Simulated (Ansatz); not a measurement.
# Lattice dynamics of GePbO3 (Pm-3m), part 2 of 2

Wanted: vibrations and spectra of GePbO3 (Pm-3m); the cell is already relaxed. After the zone centre comes a 4×4×4 q mesh on a 12×12×12 k mesh.

Ansatz 0.2.0; DFT PBEsol, scalar-relativistic, plane waves, PAW; PAW set soft_1.

So far. Step 2 (Modes at Γ): Before it was imposed, the acoustic sum rule was missed by 1.9e-5 eV/Å². Small misses are needed for a sound result but don't prove that mesh and cutoff are converged. The lowest optical mode is real, 48.3 cm⁻¹.

**3. Phonons on a q mesh**

Stability and thermal properties need the whole zone. Linear response on a 4×4×4 q mesh gives force constants as far as a supercell of that size would.

Input file input.yaml:

```yaml
crystal:
  lattice:
    - [3.8407227152, 0.0, 0.0]
    - [0.0, 3.8407227152, 0.0]
    - [0.0, 0.0, 3.8407227152]
  atoms:
    - { symbol: Ge, position: [0.5, 0.5, 0.5] }
    - { symbol: Pb, position: [0.0, 0.0, 0.0] }
    - { symbol: O, position: [0.0, 0.5, 0.5] }
    - { symbol: O, position: [0.5, 0.5, 0.0] }
    - { symbol: O, position: [0.5, 0.0, 0.5] }
kpoints:
  mp_grid: { grid: [12, 12, 12] }
hamiltonian:
  xc: pbesol
  pseudopotentials: { kind: paw, azcp: { folder: soft_1 }, xc_functional: pbe }
scf:
  occupations: { method: methfessel_paxton, width: 0.2 }
output:
  eigenvalues: true
phonons:
  method: dfpt
  qmesh: [4, 4, 4]
  temperatures: { t_max: 1000, t_step: 50 }
  qpath:
    path:
      - [[0.0, 0.0, 0.0], [0.0, 0.5, 0.0], [0.5, 0.5, 0.0], [0.0, 0.0, 0.0], [0.5, 0.5, 0.5], [0.0, 0.5, 0.0]]
      - [[0.5, 0.5, 0.5], [0.5, 0.5, 0.0]]
    npoints: 10
```

The run is started by

```
ansatz run input.yaml --threads 4 --pin off --max-ram 10240MiB --backend cpu --events-out ev --progress --plain --runs-dir out
```

Numbers of over 12 decimals in the logs are rounded to 6 here.

Log:

```text
[...]
Crystal: 5 atoms, lattice volume = 56.655 Å³
Basis set: ecut = 420 eV, 1141 PW (Γ), exchange–correlation on 54×54×54 points (8 copies of the dense FFT grid, shifted against one another)
Bands: 28, of which v1, the nominal top of the filled ones, is band 23 counted from 1 (22 counted from 0)
Symmetry: 48 space group operations
k-points: 84 of 1728
[...]
SCF iter   1: F=—  HF=-17693.022559 eV  |F-HF|=—  |Δ(HF+E_count)|=         —  Δρ=7.88e-2  dr2=1.93e0  ethr=3.10e-3  ⟨swp⟩=6.0  Hψ=10741  notcnv=0
[...]
SCF iter  13: F=-17692.563053 eV  HF=-17692.563053 eV  |F-HF|=0.00e0  |Δ(HF+E_count)|=  1.09e-11  S|Δr|=    0.00e0  Δρ=4.78e-8  dr2=1.03e-12  ethr=1.00e-12  ⟨swp⟩=11.1  Hψ=12101  notcnv=0
SCF 1 converged in 13 iterations: F = -17692.563053 eV  dr2 = 1.03e-12
[...]
iter 1 solved again at ethr=3.06e-9 eV; its pass at ethr=3.10e-3 eV (dr2=1.41e-6 eV) is discarded
SCF iter   1: F=—  HF=-17692.563053 eV  |F-HF|=—  |Δ(HF+E_count)|=         —  Δρ=7.81e-8  dr2=2.56e-12  ethr=3.06e-9  ⟨swp⟩=4.4  Hψ=19062  notcnv=0
eigensolver tolerance schedule: the retry pair's looser diagonalisation over-reported the residual by 550506.56 of it (diagonalisation noise at 1.19 of the residual, at the tolerance the schedule requests for it); recorded, not acted on — ethr = c·dr2/N_el stays at c = 1.0e-1
[...]
SCF iter   2: F=-17692.563053 eV  HF=-17692.563053 eV  |F-HF|=3.64e-12  |Δ(HF+E_count)|=   5.56e-8  S|Δr|=    0.00e0  Δρ=5.43e-8  dr2=1.35e-12  ethr=1.00e-12  ⟨swp⟩=7.1  Hψ=9160  notcnv=0
SCF 2 converged in 2 iterations: F = -17692.563053 eV  dr2 = 1.35e-12
phonons: the bands overlap, so this run is a metal and interpolates without the dipole-dipole term. If the crystal is really an insulator or semiconductor, its LO-TO splitting is missing
NSCF: frozen V_eff on 84 k-points
[...]
DFPT response loops at q = (0, 0, 0) (fractional): preconditioner auto → Kerker (q_TF=auto, 2.635 Å⁻¹) (partly filled bands, converged f_vac=0.000); β = 1.00, the filter's whole step (`scf.mixing.beta` (0.50) is not read by the response loops under this deck's `scf.mixing.preconditioner`; to damp them name `kerker` or `kerker_dos`, under which they read `scf.mixing.beta`, and type it under 1.00, their step now; both keys bind the ground state too); Broyden in place of MSR1
[...]
SCF converged after 13 iterations
[...]
Free energy (F): -17692.563053 eV
[...]
Internal energy: -17692.566893 eV  (E = F + TS)
E sigma→0 (E₀):  -17692.564013 eV
Entropy (-TS):   0.003841 eV (0.768 meV/atom)
Fermi energy:    11.569865 eV
[...]
--- Band table (eV; the first three rows and the last of 84) ---
  k-point 0: bands = [... 19 lower, 9.7952, 9.9601, 9.9601, 9.9601, 11.2100, 19.9457, 19.9457, 19.9457, ... 1 higher]
  k-point 1: bands = [... 19 lower, 9.7647, 9.9446, 9.9535, 9.9535, 11.6256, 19.3542, 19.8111, 19.8111, ... 1 higher]
  k-point 2: bands = [... 19 lower, 9.6255, 9.9023, 9.9872, 9.9872, 12.4806, 18.2606, 19.4840, 19.4840, ... 1 higher]
  k-point 83: bands = [... 19 lower, 9.6198, 11.2292, 11.2292, 11.2292, 18.3532, 18.3532, 18.3532, 18.9483, ... 1 higher]
--- Phonons (Γ-DFPT): 4 representative perturbations + reference (Σ response iterations 14) ---
  ASR residual: 1.832e-5 → 0.000e0 eV/Å²; symmetrization residual: 5.997e-6 eV/Å²
  ASR residual per site (eV/Å²): 1.83e-5 1.69e-5 1.37e-5 1.37e-5 1.37e-5
[...]
--- Phonons (arbitrary-q DFPT): 10 irreducible q on the 4×4×4 mesh ---
  q = [0.0000, 0.0000, 0.0000] (star 1, of the zone-centre solve; hermiticity 7.70e-7, symmetrization 2.09e-12): 0.00 0.00 0.00 48.29 48.29 48.29 202.82 202.82 202.82 270.75 270.75 270.75 557.37 557.37 557.37
  q = [0.0000, 0.0000, 0.2500] (star 6, 9 solved perturbations in 4536 linear systems a pass and spin channel, the states on 588 of 1728 k-point pairs; hermiticity 6.08e-7, symmetrization 8.62e-13): 44.03 44.03 93.61 129.75 129.75 198.69 217.48 217.48 278.10 278.10 280.81 421.24 562.28 562.28 637.11
[...]
q = [0.0000, 0.2500, -0.5000] (star 12, 15 solved perturbations on 588 of 1728 k-point pairs; hermiticity 4.77e-7, symmetrization 1.30e-14): 56.96 58.72 86.24 165.71 177.45 218.78 254.44 279.02 284.97 285.38 315.84 438.11 455.98 570.23 686.08
[...]
sum rule: each row above includes the acoustic sum rule's correction from the zone centre's row sums; it moved no ω² by more than (0.48 cm⁻¹)²
  mesh force constants: q→R imaginary residual 2.26e-18; ASR residual 1.832e-5 → 0.000e0 eV/Å²; symmetrization residual 2.132e-14 eV/Å²
  interpolated dispersion: 62 rows × 15 modes
  density of states and harmonic sums: on the 16×16×16 q-mesh, interpolated from the force constants of a 4×4×4 supercell (no non-analytic term)
  largest difference from the sums on the solved wave vectors: F 9.46e-3 eV, S 1.34e-5 and C_V 3.98e-6 eV/K
  zero-point energy: 0.260400 eV/cell   skipped modes (ω ≤ 0): 3   left out of the sums: 4.88e-5 of the cell's modes: C_V's classical limit lies that fraction below 3 k_B per atom; for a crystal, a wire or a layer, F and S can be off by more, and a phonons.interpolated_qmesh denser along its periods is the remedy for the sampling
```

It took 39 min on 4 threads of Arm Neoverse V1, shared host; peak memory 5.6 GiB.

Numbers from this step:

- sum-rule residual before enforcement: 1.83e-5 eV/Å²
- lowest frequency on the path: 0 cm⁻¹
- highest frequency on the path or at a solved wavevector: 737.2 cm⁻¹
- mean frequency: 280.1 cm⁻¹
- Debye temperature (second moment): 617 K
- logarithmic mean frequency: 218.1 cm⁻¹
- lowest mode on the q mesh (acoustic modes at Γ apart): 44.03 cm⁻¹
- zero-point energy per atom: 52.08 meV
- heat capacity at 300 K: 20.85 J/(mol atoms K)
- vibrational entropy at 300 K: 26.14 J/(mol atoms K)

Frequencies (cm⁻¹) solved at each irreducible wavevector; negative means imaginary. Frequencies by wavevector, by row:

| q in reciprocal lattice units | star | mode 1 | mode 2 | mode 3 | mode 4 | mode 13 | mode 14 | mode 15 |
| --- | --- | --- | --- | --- | --- | --- | --- | --- |
| 0 0 0 | 1 | 0 | 0 | 0 | 48.3 | 557.4 | 557.4 | 557.4 |
| 0 0 0.25 | 6 | 44 | 44 | 93.6 | 129.8 | 562.3 | 562.3 | 637.1 |
| 0 0 -0.5 | 3 | 56.2 | 56.2 | 122.9 | 162.2 | 567.2 | 567.2 | 635.6 |
| 0 0.25 0.25 | 12 | 45 | 52.7 | 92.2 | 119.8 | 488.5 | 566.2 | 680.1 |
| 0 0.25 -0.5 | 12 | 57 | 58.7 | 86.2 | 165.7 | 456 | 570.2 | 686.1 |
| 0 -0.5 -0.5 | 3 | 58.1 | 58.1 | 60.3 | 80.8 | 429.1 | 573.1 | 702.1 |
| 0.25 0.25 0.25 | 8 | 56.1 | 56.1 | 76.8 | 150 | 489.5 | 489.5 | 708.1 |
| 0.25 0.25 -0.5 | 12 | 60.4 | 65.4 | 72.8 | 165.6 | 436.1 | 491.9 | 715.7 |
| 0.25 -0.5 -0.5 | 6 | 65.9 | 65.9 | 66.7 | 68.4 | 387.4 | 472 | 727.1 |
| -0.5 -0.5 -0.5 | 1 | 46.5 | 46.5 | 46.5 | 72.7 | 340.8 | 340.8 | 737.2 |

Interpolated from a 4×4×4 q mesh. The phonon branches at the labelled points (cm⁻¹):

| point | branch 1 | branch 2 | branch 3 | branch 4 | branch 12 | branch 13 | branch 14 | branch 15 |
| --- | --- | --- | --- | --- | --- | --- | --- | --- |
| Γ | 0 | 0 | 0 | 48 | 271 | 557 | 557 | 557 |
| halfway | 44 | 44 | 94 | 130 | 421 | 562 | 562 | 637 |
| X | 56 | 56 | 123 | 162 | 447 | 567 | 567 | 636 |
| halfway | 57 | 59 | 86 | 166 | 438 | 456 | 570 | 686 |
| M | 58 | 58 | 60 | 81 | 352 | 429 | 573 | 702 |
| halfway | 45 | 53 | 92 | 120 | 438 | 488 | 566 | 680 |
| Γ | 0 | 0 | 0 | 48 | 271 | 557 | 557 | 557 |
| halfway | 56 | 56 | 77 | 150 | 427 | 490 | 490 | 708 |
| R | 46 | 46 | 46 | 73 | 325 | 341 | 341 | 737 |
| halfway | 60 | 65 | 73 | 166 | 414 | 436 | 492 | 716 |
| X | 56 | 56 | 123 | 162 | 447 | 567 | 567 | 636 |
| jump to R | 46 | 46 | 46 | 73 | 325 | 341 | 341 | 737 |
| halfway | 66 | 66 | 67 | 68 | 346 | 387 | 472 | 727 |
| M | 58 | 58 | 60 | 81 | 352 | 429 | 573 | 702 |

Tetrahedra on a 16×16×16 mesh, mean over bins of 10 cm-1. Interpolated from a 4×4×4 q mesh. Phonon density of states against wavenumber; read off at these points:

wavenumber (cm⁻¹), phonon density of states (1/cm⁻¹/cell) and a bar:
```
        5     0.0000 
       35     0.0086 ###
       55     0.0957 ##############################
       75     0.0354 ###########
      105     0.0134 ####
      145     0.0222 #######
      175     0.0290 #########
      185     0.0331 ##########
      215     0.0323 ##########
      225     0.0487 ###############
      245     0.0304 ##########
      285     0.0465 ###############
      315     0.0708 ######################
      355     0.0041 #
      385     0.0078 ##
      425     0.0250 ########
      435     0.0413 #############
      455     0.0073 ##
      495     0.0086 ###
      525     0.0112 ####
      565     0.0274 #########
      595     0.0005 
      635     0.0014 
      665     0.0069 ##
      705     0.0165 #####
      735     0.0043 #
```

The partial phonon density of states has structure finer than the step of the table below, so its rows give means over 25 cm⁻¹, whole bins alone (the curve runs from -10 to 769 cm⁻¹). Peaks (cm⁻¹: height): Ge 186.0: 0.0168, 239.8: 0.0174, 264.3: 0.0203, 283.9: 0.0176, 308.4: 0.0169, 435.8: 0.00367; O 127.2: 0.0188, 190.9: 0.0182, 220.2: 0.0259, 313.3: 0.0507, 435.8: 0.0333, 558.3: 0.0272, 700.3: 0.0163; Pb 58.6: 0.0843.

Phonopy on the run's constants, 15x15x15 mesh, Gaussian sigma 5.6 cm-1. Interpolated from a 4×4×4 q mesh. The partial phonon density of states by wavenumber; means over each step; values in 1/cm⁻¹/cell:

| wavenumber (cm⁻¹) | Ge | O | Pb |
| --- | --- | --- | --- |
| 25 | 3.6e-4 | 2.1e-4 | 0.00410 |
| 50 | 0.00174 | 0.00129 | 0.0555 |
| 75 | 0.00186 | 0.00301 | 0.0426 |
| 100 | 0.00147 | 0.00693 | 0.0111 |
| 125 | 0.00242 | 0.0146 | 0.00128 |
| 150 | 0.00612 | 0.0153 | 4.7e-4 |
| 175 | 0.0144 | 0.0139 | 4.0e-4 |
| 200 | 0.0132 | 0.0141 | 4.1e-4 |
| 225 | 0.0156 | 0.0229 | 7.5e-4 |
| 250 | 0.0150 | 0.0192 | 6.2e-4 |
| 275 | 0.0160 | 0.0248 | 8.2e-4 |
| 300 | 0.0156 | 0.0438 | 7.9e-4 |
| 325 | 0.00966 | 0.0277 | 7.2e-4 |
| 350 | 2.0e-4 | 0.00309 | 1.9e-5 |
| 375 | 2.6e-4 | 0.00633 | 2.9e-5 |
| 400 | 5.1e-4 | 0.00980 | 5.6e-5 |
| 425 | 0.00196 | 0.0231 | 1.5e-4 |
| 450 | 0.00140 | 0.0154 | 7.9e-5 |
| 475 | 2.2e-5 | 0.00760 | 1.2e-5 |
| 500 | 6.3e-5 | 0.00900 | 1.2e-5 |
| 525 | 1.6e-4 | 0.0107 | 1.2e-5 |
| 550 | 4.4e-4 | 0.0192 | 9.2e-6 |
| 575 | 2.3e-4 | 0.00955 | 1.4e-7 |
| 600 | 2.7e-5 | 6.0e-4 | 0 |
| 625 | 6.0e-5 | 0.00109 | 5.3e-6 |
| 650 | 1.7e-4 | 0.00363 | 2.1e-5 |
| 675 | 3.7e-4 | 0.00892 | 3.9e-5 |
| 700 | 4.0e-4 | 0.0148 | 2.6e-5 |
| 725 | 1.6e-4 | 0.00878 | 3.9e-6 |
| 750 | 4.8e-6 | 6.1e-4 | 0 |

Harmonic thermodynamic functions per atom, from the density of states. Interpolated from a 4×4×4 q mesh. Thermodynamic functions, by row:

| T (K) | F_vib (meV/atom) | S (J/mol-atom/K) | C_V (J/mol-atom/K) |
| --- | --- | --- | --- |
| 0 | 52.08 | 0 | 0 |
| 50 | 51.53 | 3.172 | 5.099 |
| 100 | 48.53 | 8.442 | 10.63 |
| 200 | 34.51 | 18.29 | 17.67 |
| 300 | 11.33 | 26.14 | 20.85 |
| 400 | -19.1 | 32.37 | 22.39 |
| 500 | -55.37 | 37.47 | 23.23 |
| 600 | -96.48 | 41.75 | 23.71 |
| 700 | -141.7 | 45.43 | 24.02 |
| 800 | -190.5 | 48.65 | 24.23 |
| 900 | -242.4 | 51.51 | 24.37 |
| 1000 | -297.2 | 54.09 | 24.48 |

Harmonic mean-square displacement, third of the trace. Interpolated from a 4×4×4 q mesh. Mean square displacements, by row:

| T (K) | Ge1 U_eq (Å²) | Pb2 U_eq (Å²) | O3 U_eq (Å²) | O4 U_eq (Å²) | O5 U_eq (Å²) |
| --- | --- | --- | --- | --- | --- |
| 0 | 0.00112 | 0.0013 | 0.00383 | 0.00383 | 0.00383 |
| 100 | 0.00151 | 0.0034 | 0.00463 | 0.00463 | 0.00463 |
| 300 | 0.00332 | 0.00968 | 0.0091 | 0.0091 | 0.0091 |
| 600 | 0.00637 | 0.01926 | 0.01701 | 0.01701 | 0.01701 |

Symmetry leaves 10 wavevectors to solve. The lowest mode among them, the acoustic zeros apart, lies at q = (0, 0, 0.25) and is real, 44.0 cm⁻¹.

**4. Isotope substitution, element Ge, natural mass 72.63 amu**

An isotope changes the mass and not the force constants, so no new electronic calculation is needed; the shifts show which modes move this element.

The same force constants with the mass of Ge changed from 72.630 to 75.921 u (phonopy, no LO-TO term). Both lists are sorted by frequency; levels can cross, so a row need not hold one and the same mode. Modes under 3 cm⁻¹ are left out. Isotope shifts, by row, the first 40 of 57 rows:

| q | rank | natural mass (cm⁻¹) | changed mass (cm⁻¹) |
| --- | --- | --- | --- |
| 0 0 0 | 4 | 48.29 | 48.18 |
| 0 0 0 | 5 | 48.29 | 48.18 |
| 0 0 0 | 6 | 48.29 | 48.18 |
| 0 0 0 | 7 | 202.8 | 200 |
| 0 0 0 | 8 | 202.8 | 200 |
| 0 0 0 | 9 | 202.8 | 200 |
| 0 0 0 | 10 | 270.8 | 270.8 |
| 0 0 0 | 11 | 270.8 | 270.8 |
| 0 0 0 | 12 | 270.8 | 270.8 |
| 0 0 0 | 13 | 557.4 | 557 |
| 0 0 0 | 14 | 557.4 | 557 |
| 0 0 0 | 15 | 557.4 | 557 |
| 0 0 0.25 | 1 | 44.03 | 43.99 |
| 0 0 0.25 | 2 | 44.03 | 43.99 |
| 0 0 0.25 | 3 | 93.61 | 93.53 |
| 0 0 0.25 | 4 | 129.8 | 128.2 |
| 0 0 0.25 | 5 | 129.8 | 128.2 |
| 0 0 0.25 | 6 | 198.7 | 195.4 |
| 0 0 0.25 | 7 | 217.5 | 215.6 |
| 0 0 0.25 | 8 | 217.5 | 215.6 |
| 0 0 0.25 | 9 | 278.1 | 278.1 |
| 0 0 0.25 | 10 | 278.1 | 278.1 |
| 0 0 0.25 | 11 | 280.8 | 280.8 |
| 0 0 0.25 | 12 | 421.2 | 419.9 |
| 0 0 0.25 | 13 | 562.3 | 561.9 |
| 0 0 0.25 | 14 | 562.3 | 561.9 |
| 0 0 0.25 | 15 | 637.1 | 636.2 |
| 0 0 -0.5 | 1 | 56.22 | 56.22 |
| 0 0 -0.5 | 2 | 56.22 | 56.22 |
| 0 0 -0.5 | 3 | 122.9 | 122.9 |
| 0 0 -0.5 | 4 | 162.2 | 159.2 |
| 0 0 -0.5 | 5 | 162.2 | 159.2 |
| 0 0 -0.5 | 6 | 248.2 | 244 |
| 0 0 -0.5 | 7 | 261.4 | 261.4 |
| 0 0 -0.5 | 8 | 261.4 | 261.4 |
| 0 0 -0.5 | 9 | 264 | 263.4 |
| 0 0 -0.5 | 10 | 264 | 263.4 |
| 0 0 -0.5 | 11 | 288.9 | 288.9 |
| 0 0 -0.5 | 12 | 446.9 | 444.6 |
| 0 0 -0.5 | 13 | 567.2 | 566.9 |

A mode of this element alone would shift by -2.19 %. The highest zone-centre frequency without the field goes from 557.4 to 557.0 cm⁻¹ (-0.1 %). The product of the frequency ratios over all optical modes at Γ is 0.950; the product rule, (m/m′)^(3k/2) (M′/M)^(3/2) with k = 1 such atoms and M the mass of the cell, gives 0.950.

**5. Another isotope, element O, natural mass 15.999 amu**

The same for O, from 16.00 to 18.00 u.

A mode of this element alone would shift by -5.72 %. The highest zone-centre frequency without the field goes from 557.4 to 526.6 cm⁻¹ (-5.5 %). The product of the frequency ratios over all optical modes at Γ is 0.605; the product rule, (m/m′)^(3k/2) (M′/M)^(3/2) with k = 3 such atoms and M the mass of the cell, gives 0.605.

**6. Isotope substitution, element Pb, natural mass 207.2 amu**

The same for Pb, from 207.20 to 203.97 u.

The same force constants with the mass of Pb changed from 207.200 to 203.973 u (phonopy, no LO-TO term). Both lists are sorted by frequency; levels can cross, so a row need not hold one and the same mode. Modes under 3 cm⁻¹ are left out. Isotope shifts, by row, the first 40 of 57 rows:

| q | rank | natural mass (cm⁻¹) | changed mass (cm⁻¹) |
| --- | --- | --- | --- |
| 0 0 0 | 4 | 48.29 | 48.41 |
| 0 0 0 | 5 | 48.29 | 48.41 |
| 0 0 0 | 6 | 48.29 | 48.41 |
| 0 0 0 | 7 | 202.8 | 202.9 |
| 0 0 0 | 8 | 202.8 | 202.9 |
| 0 0 0 | 9 | 202.8 | 202.9 |
| 0 0 0 | 10 | 270.8 | 270.8 |
| 0 0 0 | 11 | 270.8 | 270.8 |
| 0 0 0 | 12 | 270.8 | 270.8 |
| 0 0 0 | 13 | 557.4 | 557.4 |
| 0 0 0 | 14 | 557.4 | 557.4 |
| 0 0 0 | 15 | 557.4 | 557.4 |
| 0 0 0.25 | 1 | 44.03 | 44.36 |
| 0 0 0.25 | 2 | 44.03 | 44.36 |
| 0 0 0.25 | 3 | 93.61 | 94.28 |
| 0 0 0.25 | 4 | 129.8 | 129.8 |
| 0 0 0.25 | 5 | 129.8 | 129.8 |
| 0 0 0.25 | 6 | 198.7 | 198.8 |
| 0 0 0.25 | 7 | 217.5 | 217.5 |
| 0 0 0.25 | 8 | 217.5 | 217.5 |
| 0 0 0.25 | 9 | 278.1 | 278.1 |
| 0 0 0.25 | 10 | 278.1 | 278.1 |
| 0 0 0.25 | 11 | 280.8 | 280.8 |
| 0 0 0.25 | 12 | 421.2 | 421.3 |
| 0 0 0.25 | 13 | 562.3 | 562.3 |
| 0 0 0.25 | 14 | 562.3 | 562.3 |
| 0 0 0.25 | 15 | 637.1 | 637.1 |
| 0 0 -0.5 | 1 | 56.22 | 56.67 |
| 0 0 -0.5 | 2 | 56.22 | 56.67 |
| 0 0 -0.5 | 3 | 122.9 | 123.9 |
| 0 0 -0.5 | 4 | 162.2 | 162.2 |
| 0 0 -0.5 | 5 | 162.2 | 162.2 |
| 0 0 -0.5 | 6 | 248.2 | 248.2 |
| 0 0 -0.5 | 7 | 261.4 | 261.4 |
| 0 0 -0.5 | 8 | 261.4 | 261.4 |
| 0 0 -0.5 | 9 | 264 | 264 |
| 0 0 -0.5 | 10 | 264 | 264 |
| 0 0 -0.5 | 11 | 288.9 | 288.9 |
| 0 0 -0.5 | 12 | 446.9 | 446.9 |
| 0 0 -0.5 | 13 | 567.2 | 567.2 |

A mode of this element alone would shift by +0.79 %. The highest zone-centre frequency without the field goes from 557.4 to 557.4 cm⁻¹ (+0.0 %). The product of the frequency ratios over all optical modes at Γ is 1.009; the product rule, (m/m′)^(3k/2) (M′/M)^(3/2) with k = 1 such atoms and M the mass of the cell, gives 1.009.

**7. Outcome**

| Quantity | Value |
| --- | --- |
| space group (within 0.01 Å) | Pm-3m |
| volume per atom | 11.3 Å³ |
| electronic character | no gap on this mesh |
| highest optical mode at the zone centre (no LO-TO term) | 557 cm⁻¹ |
| lowest optical zone-centre mode | 48.3 cm⁻¹ |
| lowest mode on the q mesh (acoustic modes at Γ apart) | 44.0 cm⁻¹ |
| highest frequency on the path or at a solved wavevector | 737 cm⁻¹ |
| zero-point energy per atom | 52.1 meV |
| heat capacity at 300 K | 20.9 J/(mol atoms K) |
| vibrational entropy at 300 K | 26.1 J/(mol atoms K) |
| Debye temperature (second moment) | 617 K |
| imaginary modes on the 4×4×4 q mesh | none |

In words: The structure is a minimum as far as tested: no mode is imaginary at the 10 irreducible wavevectors of the 4×4×4 mesh, and the softest away from the acoustic zeros lies at 44 cm⁻¹. The optical modes at Γ span 48 to 557 cm⁻¹. The highest mode in this list at Γ, 557.4 cm⁻¹, is mostly motion of O (96 % of the kinetic energy). With no gap, or one that is small against the smearing, the frequencies hang on the k mesh and the smearing, most of all near Kohn anomalies. A semilocal functional can close a gap that the real compound would have, so the metallic treatment may be an artefact of the level. Spin-orbit coupling is left out, which can matter for the heavy elements here. The PAW files were made for PBE and serve the other functionals too. A phonon run warned that its eigensolver left some bands unconverged in a pass. These are harmonic frequencies at zero temperature: anharmonic shifts, linewidths and thermal expansion are left out.

[Logs are printed without paths, hosts, clocks, repeated set-up lines and the standing remarks that a program may print on its own settings, such as how far it seeks lower states.]

[Hosts, paths, dates, database ids (printed as entryN), source tags and the programs' standing remarks are cut or masked in the printed files.]
